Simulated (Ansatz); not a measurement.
**Arsenene bilayer (AB) in a perpendicular field**

Aim: how the arsenene bilayer (AB) screens a field along its normal, and what the field does to its bands. A positive field points along +c.

Main program and level: Ansatz 0.2.0; plane-wave DFT, PBE-D3(BJ), Ansatz PAW.

## 1. The system as given

The cell holds 4 atoms: 4 As. Its edges and angles: a = 3.610 Å, b = 3.610 Å, c = 23.800 Å, α = 90.0°, β = 90.0°, γ = 120.0°. Regions: layer 1: arsenene, 2 atoms (2 As); layer 2: arsenene, 2 atoms (2 As). Vacuum lies along c.

## 2. Relaxing the slab

The starting cell is a guess, so the in-plane lattice and the atoms are relaxed first, with the slab cut off from its images along the normal. The program lengthens the vector along the normal by itself, so c and the volume that it reports differ from the typed ones.

File input.yaml:

```yaml
crystal:
  lattice:
    - [3.61, 0.0, 0.0]
    - [-1.805, 3.1263517077, 0.0]
    - [0.0, 0.0, 23.8]
  atoms:
    - { symbol: As, position: [0.6666666667, 0.3333333333, 0.3781512605] }
    - { symbol: As, position: [0.3333333333, 0.6666666667, 0.4369747899] }
    - { symbol: As, position: [0.0, 0.0, 0.5630252101] }
    - { symbol: As, position: [0.6666666667, 0.3333333333, 0.6218487395] }
  periodic: [true, true, false]
kpoints:
  mp_grid: { grid: [12, 12, 1] }
hamiltonian:
  xc: pbe
  dispersion: d3bj
scf:
  occupations: { method: fermi_dirac, width: 0.05 }
  convergence: { dr2_threshold: 1.0e-09 }
relax:
  f_tol: 0.004
  max_steps: 90
  cell: {}
output:
  write_potential: true
  write_density: true
  volumetric_format: npy
```

The run is started by

```sh
ansatz run input.yaml --threads 4 --pin off --max-ram 6144MiB --backend cpu --events-out ev --progress --plain --runs-dir out
```

Log:

```text
Warning: crystal.periodic: the lattice vector that does not repeat stood 0.000° off the slab's normal, 23.800 Å along it as the deck builds it. The run solves the slab on a vector along the normal, 35.400 Å long, with every atom where it was (on the deck's vector they left 18.00 Å outside them, and the widest stretch free of ions among them is 3.00 Å). A fractional position that the run reports is one of the run's ce [...]
Warning: relax.cell: scf.convergence.dr2_threshold = 1e-9 eV is looser than the 1.60230732251e-10 eV advised for a relaxation that steers and ends on the stress (1e-10 eV for each atom of the cell: 4, times the square of relax.cell.stress_2d_tol = 0.05 N/m over 15.8 Å (the atoms' height at the walk's start and 5 Å past either face), 3.165e-2 GPa, over a crystal's default 0.05). What an SCF threshold leaves in a stress goes as its square root, and in the free energy as the threshold itself, and one threshold admits the most on a small cell: [figures from the program's tests cut] Set scf.convergence.dr2_threshold to 1.60230732251e-10 eV or tighter. [rest of the remark cut]
crystal.periodic: the lattice vector that does not repeat stood 0.000° off the slab's normal, 23.800 Å along it as the deck builds it. The run solves the slab on a vector along the normal, 35.400 Å long, with every atom where it was (on the deck's vector they left 18.00 Å outside them, and the widest stretch free of ions among them is 3.00 Å). A fractional position that the run reports is one of the run's cell, which [...]
Engine: ansatz 0.2.0, aarch64-unknown-linux-gnu
Pseudopotentials: kind: paw
Pseudopotential: As, paw, valence charge 15, recommended cutoff 420 eV (normal), As.paw.azcp
Functional definition: PBE
  parameter kappa = 0.804
  parameter beta = 0.066725
  exchange = pbe_x(kappa = kappa, mu = beta*pi^2/3)
  correlation = pbe_c(beta = beta)
Crystal: 4 atoms, lattice volume = 399.529 Å³
Basis set: ecut = 420 eV, 7727 PW (Γ), exchange–correlation on 50×50×480 points (8 copies of the dense FFT grid, shifted against one another)
Bands: 36, of which v1, the nominal top of the filled ones, is band 30 counted from 1 (29 counted from 0)
Symmetry: 12 space group operations
Space group: P-3m1 (ITA 164), of the structure as read, at distance tolerance 7.4e-5 Å
k-points: 19 of 144
Non-local potential: As, projectors of the file, l = 0: 2, l = 1: 2, l = 2: 3, l = 3: 1
PAW form: soft (Blöchl's): semilocal exchange-correlation on the pseudo side does not see the compensation charge
PAW one-centre angular grid: As, 590 points (default); XC on 64 Gauss nodes
Initial density: superposition of atomic densities (neutral atoms: chi_scale 0, normalization atom), corrected by the library's trained network
Initial wavefunctions: pseudopotential atomic-orbital guess
Functional: x = pbe(κ = 0.804, μ = 0.219515), c = pbe(β = 0.066725)
SCF iter   1: F=—  HF=-19425.605238 eV  |F-HF|=—  |Δ(HF+E_count)|=         —  Δρ=8.72e-4  dr2=8.61e-3  ethr=1.77e-3  ⟨swp⟩=11.3  Hψ=3543  notcnv=0
preconditioner: auto → Resta (q_TF=auto, 1.989 Å⁻¹)  ε∞=1.9  [insulator: Δε(μ)=0.735 eV  Ē_g=8.755 eV  σ=0.050 eV  W_gap=1.00  n_scr=22 (ndim 8)  ℏωp=8.3 eV  f_vac=0.731  D(μ)=0.00/eV (n_scr^D=0)  ε∞_Penn≈1.9  vacuum switching on, ρ_ref=5.6e-3 e/Å³]
SCF iter   2: F=—  HF=-19425.603557 eV  |F-HF|=—  |Δ(HF+E_count)|=   1.68e-3  Δρ=7.69e-4  dr2=9.10e-3  ethr=1.44e-5  ⟨swp⟩=4.1  Hψ=1858  notcnv=0  defer=19
SCF iter   3: F=—  HF=-19425.602903 eV  |F-HF|=—  |Δ(HF+E_count)|=   6.54e-4  Δρ=3.69e-4  dr2=2.22e-3  ethr=1.44e-5  ⟨swp⟩=2.0  Hψ=844  notcnv=0  defer=19
SCF iter   4: F=—  HF=-19425.602971 eV  |F-HF|=—  |Δ(HF+E_count)|=   6.78e-5  Δρ=1.36e-4  dr2=1.78e-4  ethr=3.70e-6  ⟨swp⟩=2.7  Hψ=1042  notcnv=0  defer=19
SCF iter   5: F=—  HF=-19425.602992 eV  |F-HF|=—  |Δ(HF+E_count)|=   2.07e-5  Δρ=5.42e-5  dr2=1.62e-5  ethr=2.97e-7  ⟨swp⟩=2.9  Hψ=1210  notcnv=0  defer=19
SCF iter   6: F=—  HF=-19425.603000 eV  |F-HF|=—  |Δ(HF+E_count)|=   8.37e-6  Δρ=1.34e-5  dr2=1.32e-6  ethr=2.70e-8  ⟨swp⟩=2.8  Hψ=1350  notcnv=0  defer=19
SCF iter   7: F=—  HF=-19425.603020 eV  |F-HF|=—  |Δ(HF+E_count)|=   1.96e-5  Δρ=5.63e-6  dr2=1.30e-7  ethr=2.19e-9  ⟨swp⟩=3.0  Hψ=1415  notcnv=0  defer=18
SCF iter   8: F=—  HF=-19425.603019 eV  |F-HF|=—  |Δ(HF+E_count)|=   1.19e-7  Δρ=1.45e-6  dr2=5.27e-9  ethr=2.17e-10  ⟨swp⟩=3.0  Hψ=1368  notcnv=0  defer=18
SCF iter   9: F=—  HF=-19425.603019 eV  |F-HF|=—  |Δ(HF+E_count)|=   6.28e-9  Δρ=6.32e-7  dr2=1.44e-9  ethr=1.67e-12  ⟨swp⟩=11.3  Hψ=4968  notcnv=0
SCF iter  10: F=-19425.603019 eV  HF=-19425.603019 eV  |F-HF|=8.73e-11  |Δ(HF+E_count)|=   1.99e-9  Δρ=4.99e-8  dr2=1.81e-11  ethr=1.67e-12  ⟨swp⟩=8.7  Hψ=3925  notcnv=0
SCF 1 converged in 10 iterations: F = -19425.603019 eV  dr2 = 1.81e-11
  greatest PAW one-centre occupation: 0.999 electrons in one spin orbital (limit 2), on the As atom at site 2 (counted from 0), in its partial waves of l = 2
relax step   1: F+E_penalty+E_count = -19425.60301941 eV  Δ(F+E_penalty+E_count) = +0.000e0 eV  max|allowed force component| = 2.460e-1 eV/Å  Δτ_max = 0.0000 Å  P = -0.791 N/m  Ω = 399.529 Å³  fix = [c, alpha, beta]  reactions: c -0.000 N/m  (10 SCF iters, accepted)
Crystal: 4 atoms, lattice volume = 398.818 Å³
Basis set: ecut = 420 eV, 7679 PW (Γ), exchange–correlation on 50×50×480 points (8 copies of the dense FFT grid, shifted against one another)
Initial density: handed on by an earlier stage of this run
Initial wavefunctions: those handed on with the density
iter 1 solved again at ethr=1.25e-4 eV; its pass at ethr=3.10e-3 eV (dr2=7.48e-2 eV) is discarded
SCF iter   1: F=—  HF=-19425.617613 eV  |F-HF|=—  |Δ(HF+E_count)|=         —  Δρ=6.56e-3  dr2=7.52e-2  ethr=1.25e-4  ⟨swp⟩=2.0  Hψ=3805  notcnv=0
preconditioner: auto → LDOS  [insulator: Δε(μ)=0.387 eV  Ē_g=8.933 eV  σ=0.050 eV  W_gap=0.96  n_scr=22 (ndim 8)  ℏωp=8.3 eV  f_vac=0.743  D(μ)=0.09/eV (n_scr^D=2)  ε∞_Penn≈1.9  β→1.0]
SCF iter   2: F=—  HF=-19425.645343 eV  |F-HF|=—  |Δ(HF+E_count)|=   2.77e-2  Δρ=1.92e-3  dr2=1.39e-1  ethr=1.25e-4  ⟨swp⟩=3.3  Hψ=1129  notcnv=0
SCF iter   3: F=—  HF=-19425.642820 eV  |F-HF|=—  |Δ(HF+E_count)|=   2.52e-3  Δρ=1.99e-3  dr2=1.30e-1  ethr=1.25e-4  ⟨swp⟩=4.1  Hψ=1280  notcnv=0
SCF iter   4: F=—  HF=-19425.629267 eV  |F-HF|=—  |Δ(HF+E_count)|=   1.36e-2  Δρ=7.06e-4  dr2=1.64e-2  ethr=1.25e-4  ⟨swp⟩=2.2  Hψ=921  notcnv=0
SCF iter   5: F=—  HF=-19425.626958 eV  |F-HF|=—  |Δ(HF+E_count)|=   2.31e-3  Δρ=1.95e-4  dr2=1.17e-3  ethr=2.73e-5  ⟨swp⟩=2.2  Hψ=908  notcnv=0
[...]
SCF iter   4: F=—  HF=-19425.646478 eV  |F-HF|=—  |Δ(HF+E_count)|=   3.05e-3  Δρ=3.37e-4  dr2=3.32e-3  ethr=4.46e-5  ⟨swp⟩=1.9  Hψ=825  notcnv=0
SCF iter   5: F=—  HF=-19425.645913 eV  |F-HF|=—  |Δ(HF+E_count)|=   5.65e-4  Δρ=1.01e-4  dr2=3.07e-4  ethr=5.53e-6  ⟨swp⟩=2.5  Hψ=875  notcnv=0
SCF iter   6: F=—  HF=-19425.645865 eV  |F-HF|=—  |Δ(HF+E_count)|=   4.86e-5  Δρ=1.82e-5  dr2=8.31e-6  ethr=5.11e-7  ⟨swp⟩=2.6  Hψ=855  notcnv=0
SCF iter   7: F=—  HF=-19425.645861 eV  |F-HF|=—  |Δ(HF+E_count)|=   3.47e-6  Δρ=3.64e-6  dr2=8.42e-8  ethr=1.39e-8  ⟨swp⟩=3.7  Hψ=1547  notcnv=0
SCF iter   8: F=—  HF=-19425.645881 eV  |F-HF|=—  |Δ(HF+E_count)|=   2.02e-5  Δρ=9.75e-7  dr2=1.49e-8  ethr=1.40e-10  ⟨swp⟩=3.1  Hψ=1386  notcnv=0
SCF iter   9: F=-19425.645881 eV  HF=-19425.645881 eV  |F-HF|=4.91e-10  |Δ(HF+E_count)|=   5.87e-9  Δρ=2.13e-7  dr2=6.22e-10  ethr=1.67e-12  ⟨swp⟩=9.9  Hψ=5474  notcnv=0
SCF 3 converged in 9 iterations: F = -19425.645881 eV  dr2 = 6.22e-10
relax step   3: F+E_penalty+E_count = -19425.64588125 eV  Δ(F+E_penalty+E_count) = -1.909e-2 eV  max|allowed force component| = 1.706e-2 eV/Å  Δτ_max = 0.1951 Å  P = +1.463 N/m  Ω = 402.081 Å³  energy of the carried Pulay correction = -7.693e-5 eV  fix = [c, alpha, beta]  reactions: c +0.000 N/m  (9 SCF iters, accepted)
[...]
relax step   4: F+E_penalty+E_count = -19425.63180728 eV  Δ(F+E_penalty+E_count) = +1.407e-2 eV  max|allowed force component| = 2.227e-1 eV/Å  Δτ_max = 0.1509 Å  P = +1.009 N/m  Ω = 410.786 Å³  energy of the carried Pulay correction = -3.357e-4 eV  fix = [c, alpha, beta]  (9 SCF iters, rejected (line search))
[...]
relax step   5: F+E_penalty+E_count = -19425.65789994 eV  Δ(F+E_penalty+E_count) = -1.202e-2 eV  max|allowed force component| = 4.996e-2 eV/Å  Δτ_max = 0.0281 Å  P = -0.355 N/m  Ω = 414.076 Å³  energy of the carried Pulay correction = -4.321e-4 eV  fix = [c, alpha, beta]  reactions: c -0.000 N/m  (9 SCF iters, accepted)
[...]
relax step   6: F+E_penalty+E_count = -19425.65899132 eV  Δ(F+E_penalty+E_count) = -1.091e-3 eV  max|allowed force component| = 1.394e-2 eV/Å  Δτ_max = 0.0138 Å  P = -0.023 N/m  Ω = 412.803 Å³  energy of the carried Pulay correction = -3.949e-4 eV  fix = [c, alpha, beta]  reactions: c -0.000 N/m  (7 SCF iters, accepted)
[...]
relax step   7: F+E_penalty+E_count = -19425.65906801 eV  Δ(F+E_penalty+E_count) = -7.669e-5 eV  max|allowed force component| = 2.583e-3 eV/Å  Δτ_max = 0.0060 Å  P = +0.004 N/m  Ω = 412.796 Å³  energy of the carried Pulay correction = -3.947e-4 eV  fix = [c, alpha, beta]  reactions: c +0.000 N/m  (7 SCF iters, accepted)
Initial wavefunctions: pseudopotential atomic-orbital guess (no wavefunctions were taken with the density)
iter 1 solved again at ethr=2.15e-7 eV; its pass at ethr=3.10e-3 eV (dr2=1.29e-4 eV) is discarded
SCF iter   1: F=—  HF=-19425.659379 eV  |F-HF|=—  |Δ(HF+E_count)|=         —  Δρ=1.76e-5  dr2=1.28e-7  ethr=2.15e-7  ⟨swp⟩=5.7  Hψ=6213  notcnv=0
preconditioner: auto → LDOS  [insulator: Δε(μ)=0.173 eV  Ē_g=9.013 eV  σ=0.050 eV  W_gap=0.69  n_scr=28 (ndim 8)  ℏωp=8.2 eV  f_vac=0.755  D(μ)=0.62/eV (n_scr^D=4)  ε∞_Penn≈1.8  β→1.0]
SCF iter   2: F=—  HF=-19425.659514 eV  |F-HF|=—  |Δ(HF+E_count)|=   1.35e-4  Δρ=3.78e-6  dr2=4.44e-8  ethr=2.14e-10  ⟨swp⟩=4.8  Hψ=2040  notcnv=0
SCF iter   3: F=—  HF=-19425.659512 eV  |F-HF|=—  |Δ(HF+E_count)|=   2.15e-6  Δρ=1.37e-6  dr2=3.86e-9  ethr=7.40e-11  ⟨swp⟩=2.7  Hψ=1372  notcnv=0
SCF iter   4: F=—  HF=-19425.659514 eV  |F-HF|=—  |Δ(HF+E_count)|=   1.80e-6  Δρ=3.22e-7  dr2=1.93e-9  ethr=1.67e-12  ⟨swp⟩=15.8  Hψ=5522  notcnv=0
SCF iter   5: F=-19425.659514 eV  HF=-19425.659514 eV  |F-HF|=1.69e-8  |Δ(HF+E_count)|=   1.14e-7  Δρ=1.26e-7  dr2=1.56e-10  ethr=1.67e-12  ⟨swp⟩=9.2  Hψ=3759  notcnv=0
SCF 8 converged in 5 iterations: F = -19425.659514 eV  dr2 = 1.56e-10
relax step   8: F+E_penalty+E_count = -19425.65951397 eV  Δ(F+E_penalty+E_count) = -4.460e-4 eV  max|allowed force component| = 2.635e-3 eV/Å  Δτ_max = 0.0000 Å  P = +0.009 N/m  Ω = 412.796 Å³  fix = [c, alpha, beta]  reactions: c +0.000 N/m  stress off target by 8.84e-3 N/m on what of the cell is left free  SCF on the basis re-selected at this cell (its energy is not comparable with the rows above)  (5 SCF iters)
basis re-selected at this cell: Δ(F+E_penalty+E_count) = -4.460e-4 eV, ΔP = +0.004 N/m vs the last step (what re-selecting the basis moved, of the pressure what is left beyond the Pulay correction that the steps carried, after the strain that the cell walked since its last selection, with what the two solves' SCF thresholds leave and, on support functions, any second-order correction that the steps lacked; it is no m [...]
WARN: The input density's exchange-correlation potential varies sharply where the density is thin. Do not read a vacuum level from v_tot or v_xc, or from such a field of the output density. On a cell that repeats whose density bears no net charge and no dipole along the vacuum's axis use v_es (v_loc + v_h of the components); under efield.dipole_correction with no amplitude use v_es + v_field, which holds any external [...]
SCF converged after 5 iterations
Free energy (F): -19425.659514 eV
Harris-Foulkes:  -19425.659514 eV  (|F-HF|=1.69e-8)
Internal energy: -19425.654006 eV  (E = F + TS)
E sigma→0 (E₀):  -19425.656760 eV
Entropy (-TS):   -0.005508 eV (-1.377 meV/atom)
Fermi energy:    -4.144829 eV
--- Per-component energies (eV) ---
  E_band       = -1833.776166
  E_kinetic    = 409.607366
  E_local      = -191017.739739  (includes V_loc(G=0)·N_el)
  E_nonlocal   = -2682.835129
  E_hartree    = 95420.630027
  E_xc         = -316.412977
  E_vxc        = -316.049162  (∫ρ·V_xc dr)
  E_paw        = -7338.347072  (= ΣΔE_a)
  E_vpaw       = 931.981714  (= ΣTr[D̂ρ^β])
  E_aug_tail   = 0.000027  (compensation charges beyond the density's cutoff)
  E_ewald      = 86100.660279
  E_disp       = -1.216789  (pairwise vdW)
  E_smearing   = -0.005508  (= −TS)
  E_closure    = 0.000000  (closes the sum)
  Σ components = -19425.659514   (vs F -19425.659514, Δ=0.00e0)
--- Forces (eV/Å), atoms counted from 1 ---
  atom   1  As    -0.00000000    -0.00000000     0.00263525
  atom   2  As    -0.00000000     0.00000000    -0.00130131
  atom   3  As     0.00000000    -0.00000000     0.00130131
  atom   4  As     0.00000000     0.00000000    -0.00263525
  max |Σ_I F_I| component: 1.16e-18 eV/Å
--- 2D stress c σ (N/m, compression-positive) ---
        0.008844      -0.000000      -0.000000
        0.000000       0.008844      -0.000000
       -0.000000      -0.000000       0.000000
  P = ½ c Tr σ = 0.0088 N/m
--- Band table (eV; the first three rows and the last of 19) ---
  k-point 0: bands = [... 26 lower, -5.8466, -5.6607, -5.6607, -4.5962, -3.9938, -2.7120, -2.7120, -2.1088, ... 2 higher]
  k-point 1: bands = [... 26 lower, -6.1665, -6.1260, -5.7591, -4.2182, -3.4787, -2.8052, -2.5160, -1.9930, ... 2 higher]
  k-point 2: bands = [... 26 lower, -6.6372, -6.1687, -6.1016, -4.8080, -3.2986, -2.4458, -2.1447, -1.6851, ... 2 higher]
  k-point 18: bands = [... 26 lower, -8.0935, -7.4918, -7.4918, -6.7807, -2.9346, -2.9346, -1.8834, -0.1088, ... 2 higher]
  the weakly bound empty levels are not read free of the cell's end (no_gap_told)
--- Relaxed structure (7 steps of the walk, 6 accepted, 1 SCFs on fresh bases) ---
  F+E_penalty+E_count = -19425.65951397 eV   max|allowed force component| = 2.635e-3 eV/Å   (the final SCF, on the basis selected at the relaxed cell)
  cell:  # Å, volume = 412.7962 Å³
    - [3.669449, 0, 0]
    - [-1.834725, 3.177836, 0]
    - [0, 0, 35.4000000004]
  atoms:
    - { symbol: As, position: [0.666667, 0.333333, 0.266584] }
    - { symbol: As, position: [0.333333, 0.666667, 0.304600] }
    - { symbol: As, position: [-9.460410e-18, 1.387779e-17, 0.367717] }
    - { symbol: As, position: [0.666667, 0.333333, 0.405733] }
```

The job ended after 74 s (4 threads of Arm Neoverse N1, shared host; peak memory 0.87 GiB; 4.7 min of CPU time).

In the SCF lines HF is the Harris–Foulkes energy and dr2 the Hartree energy of the density residual, in eV; the loop may stop once dr2 is under the threshold and the program's other checks hold. Hψ counts applications of the Hamiltonian.

The steps of the relaxation:

```
step  energy less that of the first step (eV)  largest force component (eV/Å)  volume (Å³)
   1                                   0.0000                          0.2460       399.53
   2                                  -0.0238                          0.1274       398.82
   3                                  -0.0429                          0.0171       402.08
   4                                  -0.0288                          0.2227       410.79
   5                                  -0.0549                          0.0500       414.08
   6                                  -0.0560                          0.0139       412.80
   7                                  -0.0560                          0.0026       412.80
  8*                                  -0.0565                          0.0026       412.80
```

Relaxation steps marked * repeat the geometry before them on a plane-wave basis chosen anew for their cell, so energy and pressure can jump there. Relaxation step 4 was tried and not accepted.

The run keeps the 12 symmetry operations that the program found, so distortions that break them were not tested.

```
cell as run  before  after  change
      a (Å)   3.610  3.669  +1.6 %
      b (Å)   3.610  3.669  +1.6 %
```

The atoms that moved most (Å, along periodic axes as changes of fractional coordinates times the final cell, across vacuum about the mean position):

```
atom     dx     dy      dz  length
 As4  0.000  0.000  -0.437   0.437
 As1  0.000  0.000   0.437   0.437
 As2  0.000  0.000   0.383   0.383
 As3  0.000  0.000  -0.383   0.383
```

Final coordinates:

```xyz
4
Lattice="3.6694 0.0000 0.0000 -1.8347 3.1778 0.0000 0.0000 0.0000 35.4000" Properties=species:S:1:pos:R:3
As    1.8347    1.0593    9.4371
As    0.0000    2.1186   10.7828
As    0.0000    0.0000   13.0172
As    1.8347    1.0593   14.3629
```

Numbers from this step:

| Item | Value |
| --- | --- |
| energy at zero smearing | -19425.6568 eV |

The lattice constant a goes from 3.610 to 3.669 Å.

(Continued in part 2 of 3.)

[Long decimals in the printed logs are rounded to 6 places.]

[Logs are printed without paths, hosts, clocks, repeated set-up lines and the standing remarks that a program may print on its own settings, such as how far it seeks lower states.]

[Hosts, paths, dates, database ids (printed as entryN), source tags and the programs' standing remarks are cut or masked in the printed files.]

[Maps of the electrostatic potential energy from Ansatz leave out the sawtooth potential of an applied field or a dipole correction, so their vacuum need not be flat; planar profiles and work functions include it.]
